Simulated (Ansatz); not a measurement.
# SrCa3Te4: complex band structure, part 2 of 3

Aim: relax a made-up compound, SrCa3Te4, and see how good a tunnel barrier it would be. It is built by putting Te for O, Sr for Cd in the Ca3CdO4 structure of space group Cmmm, with the volume rescaled by atomic radii. The parent structure comes from the Materials Project.

Ansatz 0.2.0; r2SCAN DFT, plane waves, PAW files (the session's first sound run).

So far. Step 2 (Cell and atoms at rest): The largest force component on a free atom ends at 9.4e-4 eV/Å.

The structure was built from a prototype and need not be the compound's stable phase.

**3. Band edges**

The energy window and the wavevectors of the next steps follow from the band edges, so these are searched first, off the mesh as well.

Contents of input.yaml:

```yaml
crystal:
  lattice:
    - [4.5723107709, -6.4644596902, 0.0]
    - [4.5723107709, 6.4644596902, 0.0]
    - [0.0, 0.0, 4.5707959097]
  atoms:
    - { symbol: Ca, position: [0.5, 0.5, 0.0] }
    - { symbol: Ca, position: [0.5, 0.0, 0.5] }
    - { symbol: Ca, position: [0.0, 0.5, 0.5] }
    - { symbol: Sr, position: [0.0, 0.0, 0.0] }
    - { symbol: Te, position: [0.2542828002, 0.7457171998, 0.0] }
    - { symbol: Te, position: [0.2585965422, 0.2585965422, 0.5] }
    - { symbol: Te, position: [0.7414034578, 0.7414034578, 0.5] }
    - { symbol: Te, position: [0.7457171998, 0.2542828002, 0.0] }
kpoints:
  mp_grid: { grid: [4, 4, 6] }
  band_path: { path: [VBM, CBM], npoints: 30 }
scf:
  occupations: { method: fixed }
hamiltonian:
  xc: r2scan
output:
  eigenvalues: true
  write_potential: true
  write_density: true
  volumetric_format: npy
  elf: true
```

Launch:

```bash
$ ansatz run input.yaml --threads 2 --pin off --max-ram 4096MiB --backend cpu --events-out ev --progress --plain --runs-dir out
```

Numbers of over 12 decimals in the logs are rounded to 6 here.

The program printed:

```text
[...]
Crystal: 8 atoms, lattice volume = 270.203 Å³
Basis set: ecut = 500 eV, 6847 PW (Γ), exchange–correlation on 240×240×144 points (64 copies of the dense FFT grid, shifted against one another)
Bands: 63, of which v1, the nominal top of the filled ones, is band 52 counted from 1 (51 counted from 0)
Symmetry: 8 space group operations
[...]
k-points: 28 of 96
[...]
SCF iter   1: F=—  HF=-37014.855488 eV  |F-HF|=—  |Δ(HF+E_count)|=         —  Δρ=4.00e-3  dr2=5.81e-2  dr2_τ=1.50e-2  ethr=1.77e-3  ⟨swp⟩=6.2  Hψ=6129  notcnv=0  defer=229
[...]
SCF iter   6: F=-37014.996631 eV  HF=-37014.996631 eV  |F-HF|=6.75e-8  |Δ(HF+E_count)|=   2.76e-7  Δρ=6.53e-6  dr2=9.38e-8  dr2_τ=8.54e-9  ethr=9.62e-11  ⟨swp⟩=21.5  Hψ=13996  notcnv=0
SCF 1 converged in 6 iterations: F = -37014.996631 eV  dr2 = 9.38e-8
[...]
NSCF: frozen V_eff on 52 k-points
[...]
SCF converged after 6 iterations
Free energy (F): -37014.996631 eV
[...]
Internal energy: -37014.996631 eV  (E = F + TS)
E sigma→0 (E₀):  -37014.996631 eV
Fermi energy:    6.667994 eV
[...]
--- Band table (eV; the first three rows and the last of 28) ---
  k-point 0: bands = [... 48 lower, 5.6657, 6.6605, 6.6636, 6.6680, 8.6754, 10.1612, 10.1659, 10.1706, ... 7 higher]
  k-point 1: bands = [... 48 lower, 5.6244, 5.8567, 6.3876, 6.4215, 9.2542, 10.2583, 10.2912, 10.4749, ... 7 higher]
  k-point 2: bands = [... 48 lower, 5.3725, 5.5348, 5.8334, 5.9086, 10.3186, 10.6191, 10.6455, 10.7995, ... 7 higher]
  k-point 27: bands = [... 48 lower, 5.5865, 5.6636, 5.6703, 5.7347, 8.6704, 8.6801, 10.5756, 10.8849, ... 7 higher]
```

The job ended after 1.9 min (2 threads of Arm Neoverse V2, shared host; peak memory 1.4 GiB).

Reading the cycles: dr2 is the Hartree energy of the density residual (eV), the measure of convergence; HF is the Harris–Foulkes estimate of the energy, which meets the free energy F at convergence.

Numbers from this step:

```
Fermi energy        : 6.668 eV
gap on the k-mesh   : 2.002 eV
gap on path         : 2.002 eV, by band count; negative where bands overlap
direct gap on path  : 2.007 eV
edge places on path : 0, 0.9719 1/A along the path
```

The electronic bands at the labelled points (eV, zero at the Fermi level (highest filled level under fixed occupations); v1 is the highest filled band, c1 the lowest empty one):

```
  point     v4     v3     v2     v1    c1    c2    c3    c4
    VBM  -1.00  -0.01   0.00   0.00  2.01  3.49  3.50  3.50
halfway  -1.11  -1.05  -0.64  -0.64  2.62  4.16  4.16  4.26
    CBM  -1.08  -1.00  -1.00  -0.93  2.00  2.01  3.91  4.22
```

Valence density in the ab plane of the cell as run, not the conventional one, at fractional z = 0.000, with atoms of Ca and Sr and Te within 0.2 Å of it. It is the smooth field of the valence electrons, not physical close to the nuclei.

Ten steps, logarithmic in the rise over the least value, from '0' (0 e/Å³) to '9' (15 e/Å³), each cell a mean:
```
6541001110000000001356
5421112211000000001355
3211233321100000000233
1112467532100000000011
0123699742100000000000
0124899732100000000000
0124787421000000000000
0123554321111100000000
0112332111344310000000
0011111113676410000000
0000000025787410000000
0000000036776310111100
0000000025653111222110
0000000012321122343211
0000000000001134775321
0000000000001247997321
0000000000001358996310
0000000000001357864210
2221000000001234432111
5532000000001122221124
6652000000000111111245
5652000000000000001356
```
Columns run along a (7.9 Å), rows up along b (7.9 Å). Atoms in or near the plane, at fractional coordinates: Ca at (0.50, 0.50), Sr at (0.00, 0.00), Te at (0.25, 0.75), Te at (0.75, 0.25).

ELF in the ab plane of the cell as run, not the conventional one, at fractional z = 0.000, with atoms of Ca and Sr and Te within 0.2 Å of it. It is the smooth field of the valence electrons, not physical close to the nuclei.

Values, 12 rows by 16 columns, each cell a mean:
```
0.65 0.72 0.21 0.40 0.67 0.70 0.65 0.42 0.13 0.07 0.10 0.08 0.03 0.25 0.83 0.66
0.42 0.24 0.56 0.62 0.48 0.51 0.67 0.68 0.29 0.05 0.03 0.03 0.03 0.09 0.45 0.59
0.23 0.64 0.56 0.21 0.05 0.23 0.60 0.69 0.25 0.04 0.04 0.07 0.06 0.04 0.03 0.04
0.56 0.71 0.45 0.14 0.15 0.45 0.70 0.42 0.06 0.03 0.03 0.06 0.07 0.04 0.03 0.10
0.50 0.71 0.63 0.56 0.62 0.67 0.31 0.35 0.59 0.54 0.13 0.03 0.04 0.03 0.03 0.11
0.19 0.46 0.62 0.62 0.49 0.17 0.48 0.83 0.81 0.83 0.27 0.05 0.19 0.25 0.19 0.10
0.12 0.08 0.12 0.10 0.04 0.07 0.69 0.84 0.82 0.56 0.20 0.55 0.69 0.69 0.66 0.42
0.26 0.04 0.03 0.04 0.04 0.03 0.22 0.38 0.26 0.31 0.67 0.58 0.42 0.49 0.68 0.67
0.19 0.03 0.04 0.06 0.07 0.05 0.03 0.04 0.36 0.71 0.50 0.13 0.03 0.29 0.64 0.66
0.10 0.09 0.04 0.04 0.06 0.05 0.03 0.13 0.59 0.68 0.42 0.15 0.22 0.53 0.64 0.27
0.75 0.74 0.34 0.03 0.03 0.03 0.03 0.12 0.51 0.71 0.64 0.59 0.66 0.56 0.25 0.52
0.35 0.80 0.52 0.05 0.14 0.22 0.18 0.10 0.19 0.45 0.61 0.59 0.37 0.15 0.68 0.65
```
Columns run along a (7.9 Å), rows up along b (7.9 Å). Atoms in or near the plane, at fractional coordinates: Ca at (0.50, 0.50), Sr at (0.00, 0.00), Te at (0.25, 0.75), Te at (0.75, 0.25).

Electrostatic potential energy in the ab plane of the cell as run, not the conventional one, at fractional z = 0.000, with atoms of Ca and Sr and Te within 0.2 Å of it. With pseudopotentials it is smooth inside the atoms' cores, unlike the true potential.

Ten even steps from '_' (-55 eV) to '@' (19 eV), each cell a mean:
```
____++##%%%%%%%%%%%%%%%%%%%%%%%%%%%%##++..__
..++##%%%%%%%%%%%%%%%%%%%%%%%%%%%%%%##**--..
**##%%%%##******##%%%%%%%%%%%%%%%%%%%%##**++
%%%%%%##**##%%****%%%%%%%%%%%%%%%%%%%%%%####
%%%%%%**##@@@@%%**##%%%%%%%%%%%%%%%%%%%%%%%%
%%%%##**@@@@@@%%**%%%%%%%%%%%%%%%%%%%%%%%%%%
%%%%##**@@@@%%**##%%%%%%%%%%%%%%%%%%%%%%%%%%
%%%%##********##%%%%%%######%%%%%%%%%%%%%%%%
%%%%%%########%%%%##**==++**##%%%%%%%%%%%%%%
%%%%%%%%%%%%%%%%##**::__..++##%%%%%%%%%%%%%%
%%%%%%%%%%%%%%%%##--______==##%%%%%%%%%%%%%%
%%%%%%%%%%%%%%%%**--____::**%%%%%%%%%%%%%%%%
%%%%%%%%%%%%%%%%**==----**##%%%%%%##%%%%%%%%
%%%%%%%%%%%%%%%%##****####%%%%##******##%%%%
%%%%%%%%%%%%%%%%%%%%%%%%%%%%##**%%%%****%%%%
%%%%%%%%%%%%%%%%%%%%%%%%%%##**%%@@@@%%**%%%%
%%%%%%%%%%%%%%%%%%%%%%%%%%##**@@@@@@##**%%%%
%%%%%%%%%%%%%%%%%%%%%%%%%%##**@@@@##**##%%%%
######%%%%%%%%%%%%%%%%%%%%##********##%%%%##
----++##%%%%%%%%%%%%%%%%%%%%######%%%%%%##++
____--##%%%%%%%%%%%%%%%%%%%%%%%%%%%%%%##++__
____--##%%%%%%%%%%%%%%%%%%%%%%%%%%%%%%**..__
```
Columns run along a (7.9 Å; values clipped at the 3rd and 97th percentile), rows up along b (7.9 Å). Atoms in or near the plane, at fractional coordinates: Ca at (0.50, 0.50), Sr at (0.00, 0.00), Te at (0.25, 0.75), Te at (0.75, 0.25).

The searched edges give 2.00 eV, as on the mesh.

**4. Complex bands**

This step: r2SCAN DFT, plane waves, PAW files; complex bands by layer matching along the plane's normal (Ansatz 0.2.0).

The same crystal is laid in a cell whose first two vectors span the (010) plane (indices of the standard conventional cell, whose axes can be ordered otherwise than in the bulk input). At fixed energy and wavevector in the plane the solver finds all kz, real and complex. A few wavevectors are listed, (0, 0) and (-0.5, 0) in units of the plane's reciprocal vectors; the slowest state needn't be among them.

Contents of input.yaml:

```yaml
crystal:
  lattice:
    - [4.57079591, 0.0, 0.0]
    - [0.0, 9.144621542, 0.0]
    - [0.0, 4.572310771, 6.46445969]
  atoms:
    - { symbol: Ca, position: [0.0, 0.5, 0.0] }
    - { symbol: Ca, position: [0.5, 0.5, 0.5] }
    - { symbol: Ca, position: [0.5, 0.0, 0.5] }
    - { symbol: Sr, position: [0.0, 0.0, 0.0] }
    - { symbol: Te, position: [0.0, 0.2542828002, 0.4914343996] }
    - { symbol: Te, position: [0.5, 0.2585965422, 0.0] }
    - { symbol: Te, position: [0.5, 0.7414034578, 0.0] }
    - { symbol: Te, position: [0.0, 0.7457171998, 0.5085656004] }
kpoints:
  mp_grid: { grid: [6, 4, 4] }
scf:
  occupations: { method: fixed }
hamiltonian:
  xc: r2scan
output:
  eigenvalues: true
  transmission:
    leads: [[0, 0]]
    kpoints: [[0.0, 0.0], [-0.5, 0.0]]
    e_range: [-1.0, 3.0]
    de: 0.08
```

The program printed:

```text
[...]
Crystal: 8 atoms, lattice volume = 270.203 Å³
Basis set: ecut = 500 eV, 6847 PW (Γ), exchange–correlation on 144×288×240 points (64 copies of the dense FFT grid, shifted against one another)
Bands: 63, of which v1, the nominal top of the filled ones, is band 52 counted from 1 (51 counted from 0)
Symmetry: 8 space group operations
[...]
k-points: 28 of 96
[...]
SCF iter   1: F=—  HF=-37014.855220 eV  |F-HF|=—  |Δ(HF+E_count)|=         —  Δρ=4.00e-3  dr2=5.82e-2  dr2_τ=1.50e-2  ethr=1.77e-3  ⟨swp⟩=6.2  Hψ=6215  notcnv=0  defer=228
[...]
SCF iter   6: F=-37014.996631 eV  HF=-37014.996631 eV  |F-HF|=6.86e-8  |Δ(HF+E_count)|=   3.25e-7  Δρ=6.59e-6  dr2=9.25e-8  dr2_τ=8.81e-9  ethr=9.62e-11  ⟨swp⟩=21.1  Hψ=14014  notcnv=0
SCF 1 converged in 6 iterations: F = -37014.996631 eV  dr2 = 9.25e-8
[...]
transmission: 11 of 22 steps passed
transmission: 22 of 22 steps passed
SCF converged after 6 iterations
Free energy (F): -37014.996631 eV
[...]
Internal energy: -37014.996631 eV  (E = F + TS)
E sigma→0 (E₀):  -37014.996631 eV
Fermi energy:    6.667992 eV
[...]
--- Band table (eV; the first three rows and the last of 28) ---
  k-point 0: bands = [... 48 lower, 5.6657, 6.6605, 6.6636, 6.6680, 8.6754, 10.1612, 10.1659, 10.1706, ... 7 higher]
  k-point 1: bands = [... 48 lower, 5.7573, 5.7592, 6.4244, 6.4318, 8.8375, 9.8659, 10.6463, 10.6741, ... 7 higher]
  k-point 2: bands = [... 48 lower, 5.9682, 5.9727, 6.0800, 6.0877, 9.2724, 9.3023, 10.8005, 10.9059, ... 7 higher]
  k-point 27: bands = [... 48 lower, 5.4561, 5.4717, 5.4973, 5.5653, 9.5374, 9.5503, 10.8538, 10.9548, ... 7 higher]
--- Transmission ---
  basis      : 441 plane waves across, 11 finite elements along
  points     : 2, as listed
  energies   : 51 from -1.000000 to 3.000000 eV about the Fermi level, 0.080000 eV apart; the leads are filled to 1.001221 eV, and channels, transmission and decay are at 1.000000 eV
  crystal 0  : Ca3Sr1Te4, at the sites [0, 0], period 6.4645 Å: whole cells are its period
    offset         : up to 0.0000 Å between an atom of the period and one for which it stands
    channels       : 0.000000e0 a spin
    conductance    : none, the energies end too early or step too widely for 300 K: set another output.transmission.e_range or a lower de, or, where they end at an eighth of basis.ecutwfc, a higher one
    slowest decay  : 0.1704 /Å at (0.0000, 0.0000)
```

Wall time 3.4 min (2 threads); peak memory 2.2 GiB; 5.9 min of CPU time.

Numbers from this step:

```
level to which the leads are filled                       : 1.001 eV from the Fermi level
decay constant at the filling level, zone centre          : 0.1704 Å⁻¹
decay constant at the filling level, slowest listed point : 0.1704 Å⁻¹
```

K parallel (0, 0); values up to 1.5 1/Å, a degenerate pair printed once or twice; energies at which all values exceed this have no row. Im kz of the slowest decaying states against energy, zero at the highest filled level on the SCF mesh:

```
energy (eV)  decay 1 (Å⁻¹)  decay 2 (Å⁻¹)  decay 3 (Å⁻¹)  decay 4 (Å⁻¹)
      -1.00          0.207          0.272          0.355          0.382
      -0.84          0.297          0.411          0.421          0.495
      -0.60         0.0233         0.0293          0.467          0.480
      -0.36          0.475          0.486          0.507          0.546
      -0.20          0.469          0.494          0.518          0.567
      -0.04          0.464          0.500          0.525          0.581
       0.20         0.0915          0.188          0.191          0.457
       0.44          0.128          0.257          0.258          0.450
       0.60          0.144          0.284          0.285          0.445
       0.76          0.157          0.304          0.304          0.440
       1.00          0.170          0.322          0.322          0.431
       1.24          0.179          0.331          0.331          0.420
       1.40          0.183          0.333          0.333          0.413
       1.56          0.185          0.332          0.333          0.393
       1.80          0.186          0.270          0.327          0.327
       2.04          0.184          0.316          0.316          0.377
       2.20          0.181          0.306          0.306          0.366
       2.36          0.177          0.293          0.294          0.355
       2.60          0.168          0.269          0.270          0.336
       2.84          0.156          0.237          0.238          0.314
       3.00          0.145          0.210          0.212          0.298
```

K parallel (0, 0). Table of Re kz of states that move upwards by energy, zero at the highest filled level on the SCF mesh:

| energy (eV) | channel 1 (Å⁻¹) | channel 2 (Å⁻¹) | channel 3 (Å⁻¹) |
| --- | --- | --- | --- |
| -1.00 | -0.260 | 0.0331 | 0.0978 |
| -0.92 | -0.245 | 0.227 | 0.241 |
| -0.76 | -0.215 | 0.404 | 0.410 |
| -0.68 | -0.200 | - | - |
| -0.60 | -0.184 | - | - |
| -0.44 | -0.367 | -0.362 | -0.152 |
| -0.36 | -0.318 | -0.313 | -0.135 |
| -0.28 | -0.270 | -0.265 | -0.117 |
| -0.12 | -0.165 | -0.159 | -0.0734 |
| -0.04 | -0.0921 | -0.0828 | -0.0401 |
| 0.12 | - | - | - |
| 0.20 | - | - | - |
| 0.28 | - | - | - |
| 0.44 | - | - | - |
| 0.52 | - | - | - |
| 0.60 | - | - | - |
| 0.76 | - | - | - |
| 0.84 | - | - | - |
| 0.92 | - | - | - |
| 1.08 | - | - | - |
| 1.16 | - | - | - |
| 1.24 | - | - | - |
| 1.40 | - | - | - |
| 1.48 | - | - | - |
| 1.56 | - | - | - |
| 1.72 | - | - | - |
| 1.80 | - | - | - |
| 1.88 | - | - | - |
| 2.04 | 0.108 | - | - |
| 2.12 | 0.202 | - | - |
| 2.28 | 0.317 | - | - |
| 2.36 | 0.362 | - | - |
| 2.44 | 0.404 | - | - |
| 2.60 | 0.481 | - | - |
| 2.68 | -0.461 | - | - |
| 2.76 | -0.427 | - | - |
| 2.92 | -0.361 | - | - |
| 3.00 | -0.328 | - | - |

K parallel (-0.5, 0); values up to 1.5 1/Å, a degenerate pair printed once or twice; energies at which all values exceed this have no row. Im kz of the slowest decaying states against energy, zero at the highest filled level on the SCF mesh:

| energy (eV) | decay 1 (Å⁻¹) | decay 2 (Å⁻¹) | decay 3 (Å⁻¹) | decay 4 (Å⁻¹) |
| --- | --- | --- | --- | --- |
| -1.0000 | 0.0228 | 0.0998 | 0.168 | 0.218 |
| -0.7600 | 0.139 | 0.158 | 0.158 | 0.183 |
| -0.5200 | 0.197 | 0.205 | 0.206 | 0.226 |
| -0.2800 | 0.230 | 0.232 | 0.233 | 0.253 |
| -0.0400 | 0.247 | 0.247 | 0.253 | 0.272 |
| 0.2800 | 0.254 | 0.254 | 0.273 | 0.288 |
| 0.5200 | 0.251 | 0.252 | 0.283 | 0.295 |
| 0.7600 | 0.243 | 0.243 | 0.290 | 0.299 |
| 1.0000 | 0.228 | 0.229 | 0.294 | 0.300 |
| 1.2400 | 0.207 | 0.208 | 0.296 | 0.299 |
| 1.4800 | 0.178 | 0.179 | 0.295 | 0.296 |
| 1.7200 | 0.135 | 0.137 | 0.290 | 0.293 |
| 1.9600 | 0.0539 | 0.0596 | 0.282 | 0.288 |
| 2.2800 | 0.269 | 0.280 | 0.441 | 0.476 |
| 2.5200 | 0.256 | 0.271 | 0.423 | 0.457 |
| 2.7600 | 0.239 | 0.260 | 0.402 | 0.435 |
| 3.0000 | 0.220 | 0.247 | 0.378 | 0.408 |

At the listed wavevectors the last open channel is at -0.04 eV and the next at +2.04 eV on the grid. At +1.00 eV, the grid energy nearest the filling level (the middle of the gap on the SCF mesh), the slowest state at the listed wavevectors decays with κ = 0.170 Å⁻¹, its amplitude falling by e over 5.9 Å. Through 1 nm of this crystal that state's transmission falls by exp(−2 × 0.170 Å⁻¹ × 10 Å) = 0.033.

**5. Decay over the two-dimensional zone**

The listed points could miss the slowest state, so one energy near mid-gap is solved on a mesh of 8×4.

input.yaml, as its differences from that of step 4:

```diff
@@ -22,6 +22,2 @@
   eigenvalues: true
-  transmission:
-    leads: [[0, 0]]
-    kpoints: [[0.0, 0.0], [-0.5, 0.0]]
-    e_range: [-1.0, 3.0]
-    de: 0.08
+  transmission: { leads: [[0, 0]], kmesh: [8, 4], e_range: [1.0, 1.01], de: 0.05 }
```

The program printed:

```text
[...]
Crystal: 8 atoms, lattice volume = 270.203 Å³
Basis set: ecut = 500 eV, 6847 PW (Γ), exchange–correlation on 144×288×240 points (64 copies of the dense FFT grid, shifted against one another)
Bands: 63, of which v1, the nominal top of the filled ones, is band 52 counted from 1 (51 counted from 0)
Symmetry: 8 space group operations
[...]
k-points: 28 of 96
[...]
SCF iter   1: F=—  HF=-37014.855220 eV  |F-HF|=—  |Δ(HF+E_count)|=         —  Δρ=4.00e-3  dr2=5.82e-2  dr2_τ=1.50e-2  ethr=1.77e-3  ⟨swp⟩=6.2  Hψ=6215  notcnv=0  defer=228
[...]
SCF iter   6: F=-37014.996631 eV  HF=-37014.996631 eV  |F-HF|=6.86e-8  |Δ(HF+E_count)|=   3.25e-7  Δρ=6.59e-6  dr2=9.25e-8  dr2_τ=8.81e-9  ethr=9.62e-11  ⟨swp⟩=21.1  Hψ=14014  notcnv=0
SCF 1 converged in 6 iterations: F = -37014.996631 eV  dr2 = 9.25e-8
[...]
transmission: 30 of 150 steps passed
transmission: 60 of 150 steps passed
[...]
transmission: 150 of 150 steps passed
SCF converged after 6 iterations
Free energy (F): -37014.996631 eV
[...]
Internal energy: -37014.996631 eV  (E = F + TS)
E sigma→0 (E₀):  -37014.996631 eV
Fermi energy:    6.667992 eV
[...]
--- Band table (eV; the first three rows and the last of 28) ---
  k-point 0: bands = [... 48 lower, 5.6657, 6.6605, 6.6636, 6.6680, 8.6754, 10.1612, 10.1659, 10.1706, ... 7 higher]
  k-point 1: bands = [... 48 lower, 5.7573, 5.7592, 6.4244, 6.4318, 8.8375, 9.8659, 10.6463, 10.6741, ... 7 higher]
  k-point 2: bands = [... 48 lower, 5.9682, 5.9727, 6.0800, 6.0877, 9.2724, 9.3023, 10.8005, 10.9059, ... 7 higher]
  k-point 27: bands = [... 48 lower, 5.4561, 5.4717, 5.4973, 5.5653, 9.5374, 9.5503, 10.8538, 10.9548, ... 7 higher]
--- Transmission ---
  basis      : 441 plane waves across, 10 finite elements along
  points     : 15, standing for a mesh of 8 x 4
  energies   : 1 from 1.000000 to 1.000000 eV about the Fermi level; the leads are filled to 1.001221 eV, and channels, transmission and decay are at 1.000000 eV
  crystal 0  : Ca3Sr1Te4, at the sites [0, 0], period 6.4645 Å: whole cells are its period
[...]
channels       : 0.000000e0 a spin
    conductance    : none, crystal 0 has no channel at the energies, or these end too early or step too widely for 300 K: set another output.transmission.e_range or a lower de, or, where they end at an eighth of basis.ecutwfc, a higher one
    slowest decay  : 0.1704 /Å at (0.0000, 0.0000)
```

Run time: 2.9 min. Hardware: 2 threads; peak memory 2.6 GiB.

Numbers from this step:

| Quantity | Value |
| --- | --- |
| least decay constant on the mesh | 0.1704 Å⁻¹ |

Slowest decay constant (1/Å; 0 where a channel is open) over k1 and k2. At 1.0000 eV from the Fermi level.

Ten even steps from '_' (0.170) to '@' (0.335):
```
**==##==--==##==
--**@@--__--@@**
**==##==--==##==
@@##**%%@@%%**##
```
Columns: k1 (b1) from -0.5 to 0.375; rows upwards: k2 (b2) from -0.5 to 0.25.

The least value on the mesh is 0.170 Å⁻¹ at +1.00 eV. At that energy the listed points give about 0.170 Å⁻¹ by interpolation, so the mesh holds no clearly slower state.

[end of part 2 of 3]

[Logs are printed without paths, hosts, clocks, repeated set-up lines and the standing remarks that a program may print on its own settings, such as how far it seeks lower states.]

[Hosts, paths, dates, database ids (printed as entryN), source tags and the programs' standing remarks are cut or masked in the printed files.]
